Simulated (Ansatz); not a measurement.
# LuCd (Pm-3m): Grüneisen parameters, part 2 of 2

Does LuCd (Pm-3m) expand much on heating, by its phonons?

Ansatz 0.2.0; DFT PBEsol, scalar-relativistic, plane waves, PAW; PAW set soft_1.

So far, highest frequency on the path or at a solved wavevector (cm⁻¹): step 2 (response at finite wavevector) 134; step 4 (phonons at the other volume, volume ratio 0.97) 142.

## (5) Relaxing at another volume, volume ratio 1.03

The volume is scaled by 1.03 and held; symmetry leaves nothing to relax, so this is a single point. The modes can then be followed against volume.

Contents of input.yaml:

```yaml
crystal:
  lattice:
    - [3.6438822788, 0.0, 0.0]
    - [0.0, 3.6438822788, 0.0]
    - [0.0, 0.0, 3.6438822788]
  atoms:
    - { symbol: Lu, position: [0.5, 0.5, 0.5] }
    - { symbol: Cd, position: [0.0, 0.0, 0.0] }
kpoints:
  mp_grid: { grid: [12, 12, 12] }
hamiltonian:
  xc: pbesol
  pseudopotentials: { kind: paw, azcp: { folder: soft_1 }, xc_functional: pbe }
scf:
  occupations: { method: methfessel_paxton, width: 0.2 }
output:
  forces: true
  stress: true
  eigenvalues: true
```

Launch:

```console
$ ansatz run input.yaml --threads 4 --pin off --max-ram 10240MiB --backend cpu --events-out ev --progress --plain --runs-dir out
```

Numbers of over 12 decimals in the logs are rounded to 6 here.

Output:

```text
[...]
Crystal: 2 atoms, lattice volume = 48.383 Å³
Basis set: ecut = 420 eV, 949 PW (Γ), exchange–correlation on 50×50×50 points (8 copies of the dense FFT grid, shifted against one another)
Bands: 27, of which v1, the nominal top of the filled ones, is band 23 counted from 1 (22 counted from 0)
Symmetry: 48 space group operations
[...]
k-points: 84 of 1728
[...]
--- Band table (eV; the first three rows and the last of 84) ---
  k-point 0: bands = [... 19 lower, 9.3667, 9.3820, 15.0527, 15.0527, 19.1361, 19.1361, 19.1361, 19.3521]
  k-point 1: bands = [... 19 lower, 9.3684, 9.3829, 14.9898, 15.0601, 18.3981, 18.3981, 18.9552, 19.1300]
  k-point 2: bands = [... 19 lower, 9.3733, 9.3854, 14.6652, 15.0805, 17.6672, 17.6672, 18.4289, 19.1131]
  k-point 83: bands = [... 19 lower, 9.3864, 13.0289, 13.0289, 13.0289, 15.2111, 19.2965, 19.2965, 19.2965]
[key lines of the parts left out:]
SCF converged after 10 iterations
Free energy (F): -22796.829861 eV
Fermi energy:    14.804966 eV
P = ⅓ Tr σ = -1.9382 GPa (-19.382 kbar)
```

It took 2.2 s on 4 threads of Arm Neoverse V2, shared host; peak memory 0.38 GiB; 7.9 s of CPU time.

Numbers from this step:

```yaml
pressure: -1.938 GPa
volume_per_atom: 24.19 Å³
```

The run ends at a pressure of -1.94 GPa.

## (6) Phonons at the other volume, volume ratio 1.03

The phonons are repeated at this volume on the same k and q meshes.

input.yaml: that of step 5 with these lines changed.

```diff
@@ -16,4 +16,11 @@
 output:
-  forces: true
-  stress: true
   eigenvalues: true
+phonons:
+  method: dfpt
+  qmesh: [4, 4, 4]
+  temperatures: { t_max: 1000, t_step: 50 }
+  qpath:
+    path:
+      - [[0.0, 0.0, 0.0], [0.0, 0.5, 0.0], [0.5, 0.5, 0.0], [0.0, 0.0, 0.0], [0.5, 0.5, 0.5], [0.0, 0.5, 0.0]]
+      - [[0.5, 0.5, 0.5], [0.5, 0.5, 0.0]]
+    npoints: 10
```

Output:

```text
[...]
Crystal: 2 atoms, lattice volume = 48.383 Å³
Basis set: ecut = 420 eV, 949 PW (Γ), exchange–correlation on 50×50×50 points (8 copies of the dense FFT grid, shifted against one another)
Bands: 27, of which v1, the nominal top of the filled ones, is band 23 counted from 1 (22 counted from 0)
Symmetry: 48 space group operations
k-points: 84 of 1728
[...]
k-point 83: bands = [... 19 lower, 9.3865, 13.0289, 13.0289, 13.0289, 15.2111, 19.2965, 19.2965, 19.2965]
[...]
ASR residual: 2.720e-5 → 0.000e0 eV/Å²; symmetrization residual: 2.194e-5 eV/Å²
  ASR residual per site (eV/Å²): 2.72e-5 4.08e-6
  Γ frequencies (cm⁻¹): 0.00 0.00 0.00 110.76 110.76 110.76
--- Phonons (arbitrary-q DFPT): 10 irreducible q on the 4×4×4 mesh ---
[...]
interpolated dispersion: 62 rows × 6 modes
[...]
[key lines of the parts left out:]
SCF converged after 13 iterations
Free energy (F): -22796.829861 eV
Fermi energy:    14.804970 eV
```

The job ended after 9.9 min (4 threads; peak memory 3.3 GiB).

This step gave:

```yaml
sum_rule_residual_before_enforcement: 2.72e-5 eV/Å²
highest_frequency_on_the_path_or_at_a_solved_wavevector: 126.8 cm⁻¹
mean_frequency: 82.4 cm⁻¹
debye_temperature_second_moment: 161 K
logarithmic_mean_frequency: 77.3 cm⁻¹
highest_optical_mode_at_the_zone_centre_no_lo_to_term: 110.8 cm⁻¹
lowest_optical_zone_centre_mode: 110.8 cm⁻¹
lowest_mode_on_the_q_mesh_acoustic_modes_at_gamma_apart: 32.07 cm⁻¹
zero_point_energy_per_atom: 15.31 meV
heat_capacity_at_300_k: 24.59 J/(mol atoms K)
vibrational_entropy_at_300_k: 49.87 J/(mol atoms K)
```

Frequencies (cm⁻¹) solved at each irreducible wavevector; negative means imaginary. Frequencies by wavevector, by row:

```csv
q in reciprocal lattice units,star,mode 1,mode 2,mode 3,mode 4,mode 5,mode 6
0 0 0,1,0,0,0,110.8,110.8,110.8
0 0 0.25,6,47,47,59.3,103.5,103.5,108.9
0 0 -0.5,3,77,77,89.2,90,90,101.2
0 0.25 0.25,12,32.1,57.9,85,92.1,97.5,118.3
0 0.25 -0.5,12,51.6,61,68.4,90,109.7,115.7
0 -0.5 -0.5,3,35.3,35.3,58.2,89.9,126.8,126.8
0.25 0.25 0.25,8,57,57,66.3,102.9,110.5,110.5
0.25 0.25 -0.5,12,41.7,61.1,86.4,91.9,109.1,115.2
0.25 -0.5 -0.5,6,55.6,55.6,83.1,92.7,112.6,112.6
-0.5 -0.5 -0.5,1,82.4,82.4,82.4,90,90,90
```

The highest optical mode at the zone centre (no LO-TO term) is 110.8 cm⁻¹, -6.5 cm⁻¹ against the base run.

## (7) Grüneisen parameters

The Grüneisen parameter of a mode is minus the logarithmic change of its frequency with volume, −d ln ω / d ln V; weighted by heat capacity it gives the expansion.

This step gave:

```
bulk modulus : 70.4 GPa
```

Phonon branches along the path, in cm⁻¹:

```csv
point,branch 1,branch 2,branch 3,branch 4,branch 5,branch 6
Γ,0,0,0,117,117,117
halfway,49,49,62,109,109,115
X,80,80,94,95,95,106
halfway,53,63,72,95,116,122
M,34,34,61,95,134,134
halfway,32,60,89,97,103,125
Γ,0,0,0,117,117,117
halfway,59,59,68,108,117,117
R,87,87,87,96,96,96
halfway,42,63,91,97,115,122
X,80,80,94,95,95,106
jump to R,87,87,87,96,96,96
halfway,57,57,87,98,119,119
M,34,34,61,95,134,134
```

The same for volume x 0.97:

```csv
point,branch 1,branch 2,branch 3,branch 4,branch 5,branch 6
Γ,0,0,0,124,124,124
X,84,84,98,100,100,111
M,32,32,63,100,142,142
Γ,0,0,0,124,124,124
R,92,92,92,102,102,102
X,84,84,98,100,100,111
R,92,92,92,102,102,102
M,32,32,63,100,142,142
```

The same for volume x 1.03:

```csv
point,branch 1,branch 2,branch 3,branch 4,branch 5,branch 6
Γ,0,0,0,111,111,111
X,77,77,89,90,90,101
M,35,35,58,90,127,127
Γ,0,0,0,111,111,111
R,82,82,82,90,90,90
X,77,77,89,90,90,101
R,82,82,82,90,90,90
M,35,35,58,90,127,127
```

The first set of phonon branches as a text plot (rows in cm⁻¹):

```
    139 |
    133 |             ****                                     **
    127 |           **   *****                                *
    121 |          **     *   ***    **            ***       *
    115 |*****    *             *****  *****      ******    *
    109 |   **** * *       ** ***   *   *  **    **   * *  *
    103 |     * * *          *              **  *      * *
     98 |      ****************      ***     ************** *****
     92 |      ***           *                   ****   ** **
     86 |                                    ****    **   *  *
     80 |     *****        ** *      ***    **  *      ***
     74 |    *     *                       *     *    * *  *  *
     68 |     *   * **    ***  *        *** *     *  *         *
     62 |   *      *  *****  *          *         ***  *    *   *
     56 |    *      *               *    ***                 *
     50 |   *            *    *        *           *  *
     44 |           **          *                   **        *
     38 |  *         ** *      *     **                        *
     33 |  *           *******     *                            *
     27 | *                   * *   *
     21 | *                    * *
     15 |*                      **
      9 |*                         *
      3 |                        **
         Γ      X      M          Γ            R        X|R     M
```

Mode Grueneisen parameter -dln(w)/dln(V), modes matched by rank; at Γ the acoustic branches take the value of a neighbouring point of the path. The mode Grüneisen parameters at the labelled points ():

```csv
point,branch 1,branch 2,branch 3,branch 4,branch 5,branch 6
Γ,1.32,1.32,1.85,1.88,1.88,1.88
halfway,1.36,1.36,1.71,1.87,1.87,1.80
X,1.49,1.49,1.62,1.76,1.76,1.57
halfway,0.70,0.98,1.47,1.77,1.85,1.86
M,-1.90,-1.90,1.40,1.79,1.89,1.89
halfway,0.05,1.35,1.48,1.83,1.81,1.86
Γ,0.00,1.29,1.73,1.88,1.88,1.88
halfway,1.29,1.29,1.02,1.77,1.81,1.81
R,1.80,1.80,1.80,2.02,2.02,2.02
halfway,0.04,1.06,1.69,1.69,1.83,1.89
X,1.49,1.49,1.62,1.76,1.76,1.57
jump to R,1.80,1.80,1.80,2.02,2.02,2.02
halfway,1.02,1.02,1.60,1.67,1.94,1.94
M,-1.90,-1.90,1.40,1.79,1.89,1.89
```

The mode Grüneisen parameters as a text plot (rows in , shown from -1.8 to 2.0 only):

```
   1.94 |****       *********  ******       *********     *******
   1.78 |************************** ******** **************** ***
   1.63 |    *****            *    ****     **   ****** ** ***
   1.47 |     *************  *         * ***           ***    **
   1.31 |*****    *        ********    **   *     *   *     *   *
   1.15 |         **                 **           ** * *
   0.99 |          *               **   *           *        *
   0.84 |                 *                *
   0.68 |                                **        *  *
   0.52 |           *
   0.36 |
   0.21 |           *    *    ***                    *
   0.05 |            *       *   **                 *
  -0.11 |                                                     *
  -0.27 |                  **
  -0.42 |            *
  -0.58 |
  -0.74 |             *   *
  -0.90 |               *                                      *
  -1.06 |             *
  -1.21 |
  -1.37 |                *
  -1.53 |                                                       *
  -1.69 |               *
         Γ      X      M          Γ            R        X|R     M
```

(dS/dlnV)/C_V. Table of thermodynamic Grueneisen parameter by temperature:

```csv
temperature (K),thermodynamic Grueneisen parameter
50,1.30
100,1.41
150,1.43
200,1.43
250,1.44
300,1.44
350,1.44
400,1.44
450,1.44
500,1.44
550,1.44
600,1.44
650,1.44
700,1.44
750,1.44
800,1.44
850,1.44
900,1.44
950,1.44
1000,1.44
```

Gamma C_V/(B V) at the static volume. Volume expansion against temperature:

```csv
temperature (K),volume expansion (1e-6/K)
50,20
100,30.7
150,33.5
200,34.6
250,35.1
300,35.4
350,35.6
400,35.7
450,35.8
500,35.9
550,35.9
600,35.9
650,35.9
700,36.0
750,36.0
800,36.0
850,36.0
900,36.0
950,36.0
1000,36.0
```

## (8) What came out

| Quantity | Value |
| --- | --- |
| bulk modulus | 70.4 GPa |
| thermodynamic Grüneisen parameter at 300 K | 1.437 |
| volume expansion at 300 K, estimated | 35.42 × 10⁻⁶ K⁻¹ |

In words: By this estimate the volume grows by 35.4 × 10⁻⁶ per kelvin at 300 K. The highest optical mode at Γ goes from 124 to 111 cm⁻¹ as the cell grows, a Grüneisen parameter of 1.89. Mode parameters on the path run from -1.9 to 2.0, with a median of 1.7. Modes with negative values stiffen as the cell grows and pull against the expansion. Branches are matched by rank, so values near crossings are rough. The expansion is the Grüneisen estimate at the static volume, with the static bulk modulus. With no gap, or one that is small against the smearing, the frequencies hang on the k mesh and the smearing, most of all near Kohn anomalies. The phonon runs are without spin polarisation, although the cell has an odd electron count. Spin-orbit coupling is left out, which can matter for the heavy elements here. The PAW files were made for PBE and serve the other functionals too.

[Logs are printed without paths, hosts, clocks, repeated set-up lines and the standing remarks that a program may print on its own settings, such as how far it seeks lower states.]

[Hosts, paths, dates, database ids (printed as entryN), source tags and the programs' standing remarks are cut or masked in the printed files.]
